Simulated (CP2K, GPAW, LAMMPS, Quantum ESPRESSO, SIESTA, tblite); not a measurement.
## Amorphous SiO1.7 (154 atoms): runs against a plane-wave reference

Density of this cell: 2.22 g/cm³. The cell holds 154 atoms: 57 Si and 97 O. Cell: a = 13.312 Å, b = 13.312 Å, c = 13.312 Å, α = 90.0°, β = 90.0°, γ = 90.0°. 154 atoms (57 Si, 97 O) placed at random at 2.22 g/cm³, melted at 5000 K for 10 ps at fixed volume with the Tersoff Si-O potential (Munetoh et al., Comput. Mater. Sci. 39, 334 (2007)). Quenched from 5000 K to 100 K at 10 K/ps and fixed volume, held 5 ps.

Geometry: as built.

The reference, a calculation:

```
method                 : Kohn-Sham DFT, PBE, SSSP efficiency 1.3.0 pseudopotentials, plane waves (Quantum ESPRESSO 7.5); sssp-pbe-1.3.0-efficiency, cutoffs 60/480 Ry, Γ point
r.m.s. force component : 1.344 eV/Å
longest force          : 5.621 eV/Å
pressure               : 3.582 GPa
time                   : 39 min on 2 MPI ranks of Arm Neoverse V2, shared host
CPU time               : 78 min
```

Q: Estimate the differences from the reference, the CPU time and the memory of each run.
- GPAW PBE, LCAO dzp, h 0.18 Å (GPAW 26.7.0; 4 MPI ranks)
- tblite GFN2-xTB (tblite 0.8.0; 1 thread)
- SIESTA PBE, DZP, shift 0.01 Ry, mesh 500 Ry (SIESTA 5.4.2; 4 MPI ranks)
- CP2K PBE, DZVP-MOLOPT-SR, 600/50 Ry, diagonalisation (CP2K 2026.2; 4 MPI ranks)
- CP2K PBE, DZVP-UZH, 600/50 Ry, diagonalisation (CP2K 2026.2; 4 MPI ranks)

Differences are against the plane-wave reference, forces as r.m.s. over components; share is that over the reference's r.m.s. force, slope the least-squares factor from reference forces to these. Total energies of different programs have different zeros and aren't compared.

```csv
run,"Δ force, r.m.s. (meV/Å)",share (%),slope,Δ pressure (GPa),cores,CPU time,memory (GiB)
reference,-,-,-,-,2,78 min,10
"GPAW PBE, LCAO dzp, h 0.18 Å",298,22.1,1.034,-,4,14 min,4.2
tblite GFN2-xTB,689,51.3,0.827,-7.20,1,22 s,0.21
"SIESTA PBE, DZP, shift 0.01 Ry, mesh 500 Ry",170,12.6,1.027,3.06,4,16 min,3.6
"CP2K PBE, DZVP-MOLOPT-SR, 600/50 Ry, diagonalisation",130,9.71,1.025,1.16,4,14 min,8.1
"CP2K PBE, DZVP-UZH, 600/50 Ry, diagonalisation",98.9,7.35,1.024,0.939,4,18 min,8.2
```

CPU time is summed over cores on a shared host, where runs went side by side, so it is rough. Symmetry, cutoffs, thresholds, outputs and thread counts weren't matched or tuned between programs; memory under MPI is the largest rank's times the ranks.

The PBE runs in local orbitals differ by 7.4 % (CP2K PBE, DZVP-UZH, 600/50 Ry, diagonalisation) to 22 % (GPAW PBE, LCAO dzp, h 0.18 Å); basis, grid and potentials can all enter. Tight binding differs by 51 % (tblite GFN2-xTB); it is another model, with fitted parameters of its own, and the xTB methods hold dispersion. Of the electronic-structure runs that take under half the reference's CPU time, CP2K PBE, DZVP-UZH, 600/50 Ry, diagonalisation comes nearest, at 7.4 % in 18 min against 78 min. In pressure, SIESTA PBE, DZP, shift 0.01 Ry, mesh 500 Ry misses by +3.1 GPa, at the same functional. Periodic xTB results under one method name differ between programs and library versions. The network of bonds at the start is that of the classical potential that made the cell, and needn't be the one that DFT or experiment would give. The electronic-structure runs sample only Γ, in a cell whose shortest periodic width is 13 Å, which is coarse for a cell with partly filled levels.

[Logs are printed without paths, hosts, clocks, repeated set-up lines and the standing remarks that a program may print on its own settings, such as how far it seeks lower states.]

[Hosts, paths, dates, database ids (printed as entryN), source tags and the programs' standing remarks are cut or masked in the printed files.]
